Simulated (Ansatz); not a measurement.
# How well the gap of Ga2S3 (Cc) can be computed, part 2 of 2

The study climbs from cheap functionals to G0W0 on Ga2S3 (Cc) and then asks what each convergence step is worth.

Ansatz 0.2.0; density functionals, hybrids, G0W0, plane waves, PAW. Known limits of the many-body steps: not at the basis limit; no spin-orbit coupling; coarse k mesh.

So far. Step 10 (G0W0@LDA, 2×2×2 mesh, 499 empty bands, screening to 102 …): Against the run with 4×4×2 mesh, 499 empty bands, screening to 102 eV, PAW set soft_1 files, the gap moves by −0.06 eV. Step 11 (G0W0@HSE06, 4×4×2 mesh, 499 empty bands, screening to …): Against the run with 4×4×2 mesh, 499 empty bands, screening to 102 eV, PAW set soft_1 files on LDA, the gap moves by +0.63 eV, while the start moved by +1.35 eV.

In doubt: masses and optical values from hybrid runs of this build are listed as unsure (steps 11, 14), which bears on the screening that GW takes from such a start.

## Step 12: G0W0@LDA, 4×4×2 mesh, 499 empty bands, screening to 102 eV, plasmon pole, PAW set soft_1 files

A plasmon pole stands in for the full frequency dependence of the screening; this run shows what that costs in accuracy.

This step: G0W0 on LDA, plane waves, PAW; PAW set soft_1.

File input.yaml:

```yaml
crystal:
  lattice:
    - [5.5535, -3.1975, 0.0]
    - [5.5535, 3.1975, 0.0]
    - [-3.6339226554, 0.0, 6.0074160114]
  atoms:
    - { symbol: Ga, position: [0.63979, 0.44447, 0.12512] }
    - { symbol: Ga, position: [0.44447, 0.63979, 0.62512] }
    - { symbol: Ga, position: [0.2682, 0.13232, 0.11559] }
    - { symbol: Ga, position: [0.13232, 0.2682, 0.61559] }
    - { symbol: S, position: [0.9089, 0.0811, 0.9838] }
    - { symbol: S, position: [0.0811, 0.9089, 0.4838] }
    - { symbol: S, position: [0.4303, 0.2453, 0.4999] }
    - { symbol: S, position: [0.2453, 0.4303, 0.9999] }
    - { symbol: S, position: [0.5901, 0.7581, 0.0084] }
    - { symbol: S, position: [0.7581, 0.5901, 0.5084] }
kpoints:
  mp_grid: { grid: [4, 4, 2] }
hamiltonian:
  xc: lda
  pseudopotentials: { kind: paw, azcp: { folder: soft_1 }, xc_functional: pbe }
scf:
  occupations: { method: fixed }
gw:
  n_empty_bands: 499
  ecut_chi: 102
  qp_bands: [v3, c3]
  qp_kpoints: band_edges
  screening: { model: godby_needs }
```

On the command line:

```sh
$ ansatz run input.yaml --threads 3 --pin off --max-ram 92160MiB --backend cuda --events-out ev --progress --plain --runs-dir out --devices 1 --max-vram 13GiB
```

It took 85 s on 1 × NVIDIA H100 80GB HBM3 (shared by 6 runs) with 3 threads of AMD EPYC 7R13 (Zen 3), shared host; peak memory 3.1 GiB.

This step gave:

```yaml
bands_summed: 543
plasmon_pole_fit_frequency: 23.85 eV
rpa_eps_infinity_on_this_mesh_eigenvalues: 6.012, 6.156, 6.670
plane_waves_in_the_screening_matrix: 495
g0w0_gap_on_the_mesh: 3.073 eV
k_of_the_valence_top: 0, 0, 0
k_of_the_conduction_bottom: 0, 0, 0
starting_gap_on_the_mesh: 1.665 eV
least_direct_g0w0_gap_on_the_computed_points: 3.073 eV
```

Against the run with 4×4×2 mesh, 499 empty bands, screening to 102 eV, PAW set soft_1 files, the gap moves by +0.03 eV.

## Step 13: G0W0@LDA, 4×4×2 mesh, 499 empty bands, screening to 102 eV, hard PAW files

Other atomic data (hard PAW) test the pseudisation: the cutoff goes from 420 to 1020 eV and the valence electrons from 88 to 120, which opens shells that were frozen.

This step: G0W0 on LDA, plane waves, PAW.

Edit input.yaml of step 12 so:

```diff
@@ -20,3 +20,3 @@
   xc: lda
-  pseudopotentials: { kind: paw, azcp: { folder: soft_1 }, xc_functional: pbe }
+  pseudopotentials: { kind: paw, source: ansatz }
 scf:
@@ -28,2 +28,2 @@
   qp_kpoints: band_edges
-  screening: { model: godby_needs }
+  screening: { model: contour_deformation }
```

The job ended after 6.1 min (1 × NVIDIA H100 80GB HBM3 (shared by 6 runs) with 3 threads; peak memory 4.3 GiB).

This step gave:

| Item | Value |
| --- | --- |
| bands summed | 559 |
| RPA ε∞ on this mesh (eigenvalues) | 6.017, 6.162, 6.676 |
| plane waves in the screening matrix | 495 |
| G0W0 gap on the mesh | 3.034 eV |
| k of the valence top | 0, 0, 0 |
| k of the conduction bottom | 0, 0, 0 |
| starting gap on the mesh | 1.664 eV |
| least direct G0W0 gap on the computed points | 3.034 eV |

Against the run with 4×4×2 mesh, 499 empty bands, screening to 102 eV, PAW set soft_1 files, the gap moves by −0.006 eV.

## Step 14: G0W0@PBE0, 4×4×2 mesh, 499 empty bands, screening to 102 eV, PAW set soft_1 files

This step: G0W0 on PBE0, plane waves, PAW; PAW set soft_1.

Edit input.yaml of step 13 so:

```diff
@@ -19,4 +19,4 @@
 hamiltonian:
-  xc: lda
-  pseudopotentials: { kind: paw, source: ansatz }
+  xc: pbe0
+  pseudopotentials: { kind: paw, azcp: { folder: soft_1 } }
 scf:
```

Run time: 2.2 min. Hardware: 1 × NVIDIA H100 80GB HBM3 (shared by 6 runs) with 3 threads; peak memory 2.6 GiB.

Numbers from this step:

```
bands summed                                 : 543
RPA ε∞ on this mesh (eigenvalues)            : 4.182, 4.246, 4.371
plane waves in the screening matrix          : 495
G0W0 gap on the mesh                         : 3.876 eV
k of the valence top                         : 0, 0, 0
k of the conduction bottom                   : 0, 0, 0
starting gap on the mesh                     : 3.709 eV
least direct G0W0 gap on the computed points : 3.876 eV
```

Against the run with 4×4×2 mesh, 499 empty bands, screening to 102 eV, PAW set soft_1 files on HSE06, the gap moves by +0.21 eV, while the start moved by +0.69 eV.

## Step 15: The ladder

Times are wall times on 1 × NVIDIA H100 80GB HBM3 (shared by 6 runs) with 3 threads of AMD EPYC 7R13 (Zen 3), shared host, good to a factor of about two. G0W0 rows are gaps on the mesh, lowered by the amount that the mesh misses the start's edges, a rough step that assumes the same correction there.

```csv
level,gap (eV),least direct gap (eV),time
LDA,1.67,1.67,6 s
LDA+SOC,1.66,1.66,13 s
HSE06,3.01,3.01,60 s
PBE0,3.69,3.69,77 s
G0W0@LDA (176 empty bands),3.03,-,24 s
G0W0@LDA (499 empty bands),3.04,-,43 s
G0W0@LDA (1073 empty bands),3.04,-,3.3 min
"G0W0@LDA (499 empty bands, 2×2×2)",2.98,-,19 s
G0W0@HSE06 (499 empty bands),3.67,-,2.4 min
"G0W0@LDA (499 empty bands, plasmon pole)",3.07,-,85 s
"G0W0@LDA (499 empty bands, hard PAW)",3.03,-,6.1 min
G0W0@PBE0 (499 empty bands),3.88,-,2.2 min
```

## Step 16: Adding up the best estimate

```csv
term,eV,running total (eV)
"G0W0 on the mesh, top rung",3.041,3.041
"to the limit, by a line in one over the bands through the two top rungs",+0.0003,3.041
"spin-orbit change, from LDA",−0.001,3.040
```

Changes that are not added in, each against a run with equal bands and cutoff:

```csv
change,eV
the coarser 2×2×2 mesh (change of the correction alone),−0.06
start HSE06,+0.63
plasmon pole in place of full frequency,+0.03
hard PAW files,−0.01
start PBE0,+0.84
```

## Step 17: Outcome

```
LDA gap                                        : 1.67 eV, direct
HSE06                                          : 3.01 eV
PBE0                                           : 3.69 eV
G0W0, top rung on the mesh                     : 3.04 eV
best estimate, G0W0@LDA with spin-orbit change : 3.04 eV
GW settings of the top rung                    : 4×4×2 mesh, 1073 empty bands, screening to 170 eV, PAW set soft_1 files
known limits                                   : one-shot GW, static lattice; coarse k mesh
```

**Reading.** The best estimate for G0W0@LDA is 3.04 eV, direct on the mesh, against 1.66 eV at the start (both with spin-orbit coupling). The pair of rungs below gives a limit +0.01 eV away. Of the changes left open the largest, +0.84 eV, comes from starting at PBE0. Among the functionals HSE06 comes nearest: −0.03 eV from the estimate. That ranking leans on the start chosen for G0W0. The RPA ε∞ on the GW mesh averages 6.3 against 6.3 from perturbation theory, which takes a denser mesh of its own and holds the xc response as well. All runs took 21 min, 81 % of it in G0W0. The 4×4×2 mesh is coarse for this cell (its supercell is 14 Å along the shortest edge). The RPA ε∞ on it, from the LDA start, is 6.00, 6.15 and 6.66; such meshes misread the long-range screening, most where the gap is narrow.

[Paths, hosts, dates, memory and timing lines, banners, echoed tables and standing remarks are left out of the program output.]

[Logs are printed without paths, hosts, clocks, repeated set-up lines and the standing remarks that a program may print on its own settings, such as how far it seeks lower states.]

[Runs of the session that timed out or met a known fault of the program may be left out.]

[Cells called generated may have been cut or substituted from an entry of the Crystallography Open Database or the Materials Project.]

[Hosts, paths, dates, database ids (printed as entryN), source tags and the programs' standing remarks are cut or masked in the printed files.]
